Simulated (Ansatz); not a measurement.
# How InPd (Pm-3m) expands on warming, part 2 of 2

Aim: the lattice, expansion, heat capacity and bulk modulus of InPd as it warms. The starting cell is a computed one from a database.

Ansatz 0.2.0; DFT LDA, scalar-relativistic, plane waves, PAW.

So far. Step 2 (A first coarse run): The start is under -6.8 GPa at this level and looks like a metal on this mesh. Step 4 (Tight relaxation): The residual pressure is -1.5e-4 GPa, small enough for phonons. The relaxed cell has a = 3.214 Å (conventional setting).

## Step 6: The quasi-harmonic study

Thermal expansion follows from how the free energy of the vibrations (and of the electrons in a metal) changes with strain, so the program makes strained cells, their phonons and a fit in one run.

input.yaml

```yaml
crystal:
  lattice:
    - [3.2142779281, 0.0, 0.0]
    - [0.0, 3.2142779281, 0.0]
    - [0.0, 0.0, 3.2142779281]
  atoms:
    - { symbol: In, position: [0.0, 0.0, 0.0] }
    - { symbol: Pd, position: [0.5, 0.5, 0.5] }
kpoints:
  mp_grid: { grid: [16, 16, 16] }
hamiltonian:
  xc: lda
scf:
  occupations: { method: methfessel_paxton, width: 0.2 }
  lower_state_search: "off"
output:
  eigenvalues: true
phonons:
  method: dfpt
  qmesh: [4, 4, 4]
  temperatures: { t_max: 650.0, t_step: 50 }
  thermal_expansion: {}
```

Run with:

```bash
> ansatz run input.yaml --threads 8 --pin off --max-ram 16384MiB --backend cpu --events-out ev --progress --plain --runs-dir out
```

Numbers of over 12 decimals in the logs are rounded to 6 here.

What it wrote:

```text
[...]
Crystal: 2 atoms, lattice volume = 33.209 Å³
Basis set: ecut = 487.2 eV, 799 PW (Γ), exchange–correlation on 48×48×48 points (8 copies of the dense FFT grid, shifted against one another)
Bands: 20, of which v1, the nominal top of the filled ones, is band 16 counted from 1 (15 counted from 0)
Symmetry: 48 space group operations
[...]
k-points: 165 of 4096
[...]
SCF iter   1: F=—  HF=-12302.844268 eV  |F-HF|=—  |Δ(HF+E_count)|=         —  Δρ=1.16e-2  dr2=3.73e-2  ethr=1.77e-3  ⟨swp⟩=5.3  Hψ=14663  notcnv=0
[...]
SCF iter   7: F=-12302.834603 eV  HF=-12302.834603 eV  |F-HF|=7.28e-12  |Δ(HF+E_count)|=  1.20e-10  S|Δr|=    0.00e0  Δρ=2.53e-7  dr2=1.08e-11  ethr=1.00e-12  ⟨swp⟩=5.3  Hψ=16975  notcnv=0
SCF 1 converged in 7 iterations: F = -12302.834603 eV  dr2 = 1.08e-11
[...]
relax step   1: F+E_penalty+E_count = -12302.83460269 eV  Δ(F+E_penalty+E_count) = +0.000e0 eV  max|allowed force component| = 2.518e-29 eV/Å  Δτ_max = 0.0000 Å  (7 SCF iters, accepted)
SCF converged after 7 iterations
[...]
Free energy (F): -12302.834603 eV
[...]
Internal energy: -12302.834766 eV  (E = F + TS)
E sigma→0 (E₀):  -12302.834644 eV
Entropy (-TS):   0.000163 eV (0.082 meV/atom)
Fermi energy:    17.600342 eV
[...]
--- Stress (GPa, compression-positive) ---
       -0.022562       0.000000       0.000000
        0.000000      -0.022562       0.000000
        0.000000       0.000000      -0.022562
  P = ⅓ Tr σ = -0.0226 GPa (-0.226 kbar)
--- Band table (eV; the first three rows and the last of 165) ---
  k-point 0: bands = [... 12 lower, 15.1597, 15.1597, 15.1597, 21.7785, 21.7785, 21.7785, 27.4316, 28.6323]
  k-point 1: bands = [... 12 lower, 15.1055, 15.1055, 15.1559, 21.3210, 21.9144, 21.9144, 27.6642, 28.6012]
  k-point 2: bands = [... 12 lower, 14.9592, 14.9592, 15.1452, 20.2810, 22.3055, 22.3055, 27.8668, 28.5109]
  k-point 164: bands = [... 12 lower, 15.8308, 15.8308, 17.4880, 21.4417, 21.4417, 21.4417, 22.1708, 22.1708]
── thermal expansion: 3 new cells, 3 in all ──
thermal expansion: relaxation of cell 2
thermal expansion: relaxation of cell 3
── thermal expansion: 2 new cells, 5 in all ──
thermal expansion: relaxation of cell 4
thermal expansion: electrons of cell 4
thermal expansion: phonons of cell 4
WARN: thermal expansion, phonons of cell 4: eigensolver did not converge (k=43): 1 band(s) unlocked after 20 sweeps at ethr=1.00e-12 eV (lowest unlocked band 19, counted from 0; max residual 5.42e-6 eV among the unlocked bands, 5.42e-6 eV over every band)
thermal expansion: relaxation of cell 5
thermal expansion: electrons of cell 1
thermal expansion: electrons of cell 2
thermal expansion: electrons of cell 3
thermal expansion: electrons of cell 5
thermal expansion: phonons of cell 5
[...]
── thermal expansion: 5 new cells, 10 in all ──
thermal expansion: relaxation of cell 6
thermal expansion: relaxation of cell 7
thermal expansion: relaxation of cell 8
thermal expansion: relaxation of cell 9
thermal expansion: relaxation of cell 10
thermal expansion: electrons of cell 6
thermal expansion: electrons of cell 7
thermal expansion: electrons of cell 8
thermal expansion: electrons of cell 9
thermal expansion: electrons of cell 10
thermal expansion: phonons of cell 6
[...]
thermal expansion: phonons of cell 7
[...]
WARN: thermal expansion: eigensolver_not_converged in the phonons of 4 cells: 4, 5, 6, 7
--- Relaxed structure (1 steps of the walk, 1 accepted, 0 SCFs on fresh bases) ---
  F+E_penalty+E_count = -12302.83460269 eV   max|allowed force component| = 2.518e-29 eV/Å
  atoms:
    - { symbol: In, position: [0.0, 0.0, 0.0] }
    - { symbol: Pd, position: [0.5, 0.5, 0.5] }
--- Thermal expansion: 10 cells in 3 rounds, 0 GPa ---
  no lower state was looked for at cell 4: scf.lower_state_search: off
  without vibrations: a 3.21406, b 3.21406, c 3.21406 Å, V 33.2019 Å³, B 151.64 GPa
  at 0 K: a 3.21819, b 3.21819, c 3.21819 Å, V 33.3300 Å³, B 149.40 GPa
  zero-point expansion: a +0.128, b +0.128, c +0.128, V +0.386 %
      T/K        a/Å        b/Å        c/Å       V/Å³ | expansion of a, b, c, V (1e-6/K)   | that of V in the mean from 25 °C | C_P, C_V (J/mol K of the cell) | B_T, B_S (GPa)
     0.00    3.21819    3.21819    3.21819    33.3300 |    0.00    0.00    0.00    0.00 |   43.46 |     0.000     0.000 |   149.40   149.40
   100.00    3.22083    3.22083    3.22083    33.4120 |   14.81   14.81   14.81   44.43 |   53.14 |    41.113    40.534 |   145.74   147.82
   200.00    3.22622    3.22622    3.22622    33.5801 |   18.03   18.03   18.03   54.10 |   56.56 |    49.205    47.552 |   139.64   144.50
   298.15    3.23221    3.23221    3.23221    33.7675 |   19.72   19.72   19.72   59.17 |       - |    52.020    49.196 |   133.03   140.67
   350.00    3.23559    3.23559    3.23559    33.8735 |   20.58   20.58   20.58   61.74 |   60.54 |    53.146    49.628 |   129.30   138.46
   450.00    3.24254    3.24254    3.24254    34.0923 |   22.39   22.39   22.39   67.16 |   63.34 |    55.227    50.162 |   121.57   133.85
   550.00    3.25015    3.25015    3.25015    34.3329 |   24.59   24.59   24.59   73.76 |   66.48 |    57.511    50.516 |   113.08   128.74
   650.00    3.25859    3.25859    3.25859    34.6011 |   27.43   27.43   27.43   82.29 |   70.16 |    60.296    50.787 |   103.67   123.08
  the static fit leaves 0.001 meV an atom of the energies and, of the stresses, 0.000 GPa of each cell's largest along a strain (root mean squares over the cells), whose Pulay part it has at -0.019 GPa
  vibrations' free energy: its fit passes through its cells
  the electrons' free energy at temperature is in it; its fit leaves 0.0071 meV an atom at the most
  free energies summed between the sampled wave vectors
  estimated error of the fitted expansion in any direction: up to 0.149e-6/K, at 650 K, with few degrees of freedom (an estimate, not a bound: it was exceeded on models of known expansion)
  by sums over the sampled wave vectors an expansion of the volume parts by up to 0.71e-6/K
  by a static energy of one degree less an expansion of the volume parts by up to 0.21e-6/K
  eigensolver_not_converged in the phonons of 4 cells: 4, 5, 6, 7
```

The job ended after 34 min (8 threads of Arm Neoverse V2, shared host; peak memory 4.6 GiB).

Numbers from this step:

```
pressure                                         : -0.02256 GPa
volume expansion coefficient at 298 K            : 59.17 1e-6/K
C_P at 298 K                                     : 26.01 J/mol-atom/K
entropy at 298 K                                 : 45.26 J/mol-atom/K
isothermal bulk modulus at 298 K                 : 133.0 GPa
Grüneisen parameter at 298 K                     : 3.254
volume at 298 K                                  : 16.88 Å³/atom
principal linear expansion coefficients at 298 K : 19.72, 19.72, 19.72 1e-6/K
```

Strained cells of the study; zero-point energy where phonons were solved; the pressures are stresses at a fixed cutoff and can carry an offset from the finite basis. Expansion cells, by row:

```tsv
cell	|a| (Å)	|b| (Å)	|c| (Å)	V (Å³/atom)	E - E_lowest (meV/atom)	pressure, compression positive (GPa)	gap (eV)	zero-point energy (meV/atom)
1	3.214	3.214	3.214	16.6	0	-0.041	-	-
2	3.24	3.24	3.24	17.01	4.399	-3.412	-	-
3	3.189	3.189	3.189	16.21	4.553	3.824	-	-
4	3.215	3.215	3.215	16.61	0.001	-0.072	-	20.28
5	3.231	3.231	3.231	16.86	1.803	-2.235	-	19.38
6	3.251	3.251	3.251	17.18	8.941	-4.742	-	18.25
7	3.27	3.27	3.27	17.48	19.55	-6.736	-	17.25
8	3.183	3.183	3.183	16.12	7.106	4.844	-	-
9	3.199	3.199	3.199	16.36	1.702	2.284	-	-
10	3.296	3.296	3.296	17.9	40.61	-9.182	-	-
```

Quasi-harmonic; a, b, c are the run's own cell vectors. Expansion, by row:

```tsv
T (K)	a (Å)	b (Å)	c (Å)	alpha (deg)	beta (deg)	gamma (deg)	cell volume (Å³/cell)	alpha_a (1e-6/K)	alpha_b (1e-6/K)	alpha_c (1e-6/K)	alpha_V (1e-6/K)	C_P (J/mol-atom/K)	C_V (J/mol-atom/K)	S (J/mol-atom/K)	B_T (GPa)	B_S (GPa)	Grueneisen	extrapolation	fit error (1e-6/K)
0	3.218	3.218	3.218	90	90	90	33.33	0	0	0	0	0	0	0	149.4	149.4	-	0	0
50	3.219	3.219	3.219	90	90	90	33.35	9.32	9.32	9.32	27.96	12.62	12.56	7.617	148.3	149	3.317	0	0.01
100	3.221	3.221	3.221	90	90	90	33.41	14.81	14.81	14.81	44.43	20.56	20.27	19.32	145.7	147.8	3.214	0	0.02
150	3.223	3.223	3.223	90	90	90	33.49	16.87	16.87	16.87	50.6	23.3	22.75	28.25	142.8	146.2	3.203	0	0.03
200	3.226	3.226	3.226	90	90	90	33.58	18.03	18.03	18.03	54.1	24.6	23.78	35.15	139.6	144.5	3.213	0	0.03
250	3.229	3.229	3.229	90	90	90	33.67	18.93	18.93	18.93	56.8	25.41	24.3	40.73	136.3	142.6	3.232	0	0.02
298.1	3.232	3.232	3.232	90	90	90	33.77	19.72	19.72	19.72	59.17	26.01	24.6	45.26	133	140.7	3.254	0	0.02
300	3.232	3.232	3.232	90	90	90	33.77	19.75	19.75	19.75	59.26	26.03	24.61	45.42	132.9	140.6	3.255	0	0.02
350	3.236	3.236	3.236	90	90	90	33.87	20.58	20.58	20.58	61.74	26.57	24.81	49.48	129.3	138.5	3.281	0	0.04
400	3.239	3.239	3.239	90	90	90	33.98	21.45	21.45	21.45	64.34	27.09	24.96	53.06	125.5	136.2	3.31	0	0.06
450	3.243	3.243	3.243	90	90	90	34.09	22.39	22.39	22.39	67.16	27.61	25.08	56.28	121.6	133.8	3.342	0	0.09
500	3.246	3.246	3.246	90	90	90	34.21	23.42	23.42	23.42	70.27	28.16	25.18	59.22	117.4	131.4	3.376	0	0.1
550	3.25	3.25	3.25	90	90	90	34.33	24.59	24.59	24.59	73.76	28.76	25.26	61.93	113.1	128.7	3.414	0	0.1
600	3.254	3.254	3.254	90	90	90	34.46	25.91	25.91	25.91	77.72	29.41	25.33	64.46	108.5	126	3.455	0	0.04
650	3.259	3.259	3.259	90	90	90	34.6	27.43	27.43	27.43	82.29	30.15	25.39	66.84	103.7	123.1	3.5	0	0.15
```

Expansion coefficient against temperature; values in 1e-6/K:

```tsv
temperature (K)	volume	principal 1
0	0	0
50	28.0	9.32
100	44.4	14.8
150	50.6	16.9
200	54.1	18.0
250	56.8	18.9
298	59.2	19.7
300	59.3	19.8
350	61.7	20.6
400	64.3	21.4
450	67.2	22.4
500	70.3	23.4
550	73.8	24.6
600	77.7	25.9
650	82.3	27.4
```

At 298 K the volume expansion is 59.2 × 10⁻⁶/K and B_T is 133 GPa. The program raised the cutoff to 487.2 eV by itself: with no cutoff typed, the study takes about 1.16 times the default for its relaxations and scales it with the volume for the phonons.

## Step 7: Outcome

| Property | Result |
| --- | --- |
| settings of these figures | LDA, 487.2 eV, k 16×16×16, q 4×4×4 |
| volume expansion coefficient at 298 K | 59.17 1e-6/K |
| C_P at 298 K | 26.01 J/mol-atom/K |
| entropy at 298 K | 45.26 J/mol-atom/K |
| isothermal bulk modulus at 298 K | 133.0 GPa |
| Grüneisen parameter at 298 K | 3.254 |
| volume at 298 K | 16.88 Å³/atom |
| principal linear expansion coefficients at 298 K | 19.72, 19.72, 19.72 1e-6/K |

Near room temperature InPd expands by 59.2 × 10⁻⁶/K in volume by LDA, with C_P = 26.0 J/(mol K) per mole of atoms and B_T = 133 GPa. C_P at room temperature is 104 % of the classical 3R an atom; C_V is 99 %, and the rest is expansion work. In this metal the study includes the electrons' free energy, which adds a term that grows with temperature, so the heat capacities need not level off at 3R. The log notes that a few bands missed the eigensolver's threshold in the phonon runs. The PAW files were made for PBE and are used here under another functional, for which the program regenerates the frozen cores.

[Logs are printed without paths, hosts, clocks, repeated set-up lines and the standing remarks that a program may print on its own settings, such as how far it seeks lower states.]

[Hosts, paths, dates, database ids (printed as entryN), source tags and the programs' standing remarks are cut or masked in the printed files.]

[A step with changed settings may run another functional than the one named; its input shows which.]
